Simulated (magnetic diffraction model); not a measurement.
# Magnetic neutron pattern of CeTi2Pd

Space group Cmcm (no. 63), a = 4.4020 Å, b = 9.7920 Å, c = 7.1050 Å.

```csv
site,atom,x,y,z
4c,Ce,0,0.0837,3/4
4c,Pd,1/2,0.2951,3/4
8f,Ti,1/2,0.1328,0.4582
```

The compound is invented for this exercise: a known structure type with other elements, its cell scaled to their sizes and not relaxed.

Only Ce is taken to order (form factors of Ce3+); orders and moment sizes are assumed, and not adapted to the symmetry. Radiation: neutrons of λ = 1.8 Å, 5° to 60°; isotropic B of 0.26 Å² (Ce), 0.23 Å² (Pd) and 0.3 Å² (Ti). The intensities are simulated: I ∝ L Σ (|F_N|² + |F_M⊥|²) for unpolarised neutrons, with F_M = 2.695 fm/μB × Σ f(s) S exp(2πi Q·r) exp(−B s²) at Q = H ± k (one set where k and −k are equivalent), only the part normal to Q counting and L = 1/(sin²θ cos θ). For collinear order S is the moment m, which repeats by lattice and centring translations R with the sign exp(−2πi k·R). Form factors are spin-only for 3d ions and dipole or tabulated for f ions, scattering lengths are Sears's of 1992, and absorption is left out. A label names one of the reflections at its angle. The strongest nuclear line in the range is 100, and lines under 0.2 are left out.

Assume the order k = (1/2 1/2 1), collinear moments along [101], 2 μB on Ce; signs + at (0, 0.0837, 3/4), + at (1/2, 0.4163, 1/4).

Predict the pattern, nuclear and magnetic parts apart.

```tsv
2θ (°)	index	nuclear	magnetic
12.87	(1/2 1/2 0)	0.0	2.6
19.48	(1/2 1/2 1)	0.0	19.8
19.77	(1/2 -3/2 0)	0.0	9.4
21.18	(0 2 0)	2.5	0.0
24.63	(1/2 -3/2 1)	0.0	8.8
25.80	(0 2 1)	7.2	0.0
25.91	(1 1 0)	99.6	0.0
29.13	(1/2 5/2 0)	0.0	8.1
29.35	(0 0 2)	100.0	0.0
29.84	(1 1 1)	29.0	0.0
32.17	(1/2 1/2 2)	0.0	0.3
32.71	(1/2 5/2 1)	0.0	0.7
35.64	(1/2 -3/2 2)	0.0	2.7
36.13	(3/2 -1/2 0)	0.0	0.3
36.48	(0 2 2)	4.8	0.0
39.14	(3/2 -1/2 1)	0.0	5.7
39.30	(3/2 3/2 0)	0.0	1.8
39.45	(1/2 -7/2 0)	0.0	4.1
39.54	(1 1 2)	2.8	0.0
40.15	(1 3 0)	39.8	0.0
41.83	(1/2 5/2 2)	0.0	4.5
42.12	(3/2 3/2 1)	0.0	2.7
42.27	(1/2 -7/2 1)	0.0	0.5
42.92	(1 3 1)	41.7	0.0
43.14	(0 4 0)	8.1	0.0
45.06	(3/2 -5/2 0)	0.0	2.5
45.77	(0 4 1)	26.6	0.0
46.68	(1/2 1/2 3)	0.0	1.8
47.21	(3/2 -1/2 2)	0.0	0.2
47.61	(3/2 -5/2 1)	0.0	0.3
48.27	(2 0 0)	2.2	0.0
49.29	(1/2 -3/2 3)	0.0	1.0
49.80	(3/2 3/2 2)	0.0	1.5
49.93	(1/2 -7/2 2)	0.0	3.5
49.94	(0 2 3)	3.9	0.0
50.43	(1/2 9/2 0)	0.0	1.2
52.78	(3/2 7/2 0)	0.0	1.8
52.78	(1/2 9/2 1)	0.0	2.1
53.04	(0 4 2)	8.1	0.0
53.27	(2 2 0)	0.9	0.0
54.70	(3/2 -5/2 2)	0.0	2.5
55.05	(3/2 7/2 1)	0.0	0.2
55.53	(2 2 1)	3.5	0.0
57.51	(2 0 2)	59.6	0.0
58.74	(3/2 -1/2 3)	0.0	1.5
59.43	(1/2 9/2 2)	0.0	1.3
```

The strongest magnetic line in the range is (1/2 1/2 1) at 19.48° (19.8). On top of the Lorentz factor, which all lines share, magnetic lines fade with angle because f falls: for Ce3+ it is 0.96, 0.86, 0.71 and 0.43 at sin θ/λ = 0.1, 0.2, 0.3 and 0.5 Å⁻¹, while nuclear lengths stay constant. The order has no net moment.

[Logs are printed without paths, hosts, clocks, repeated set-up lines and the standing remarks that a program may print on its own settings, such as how far it seeks lower states.]
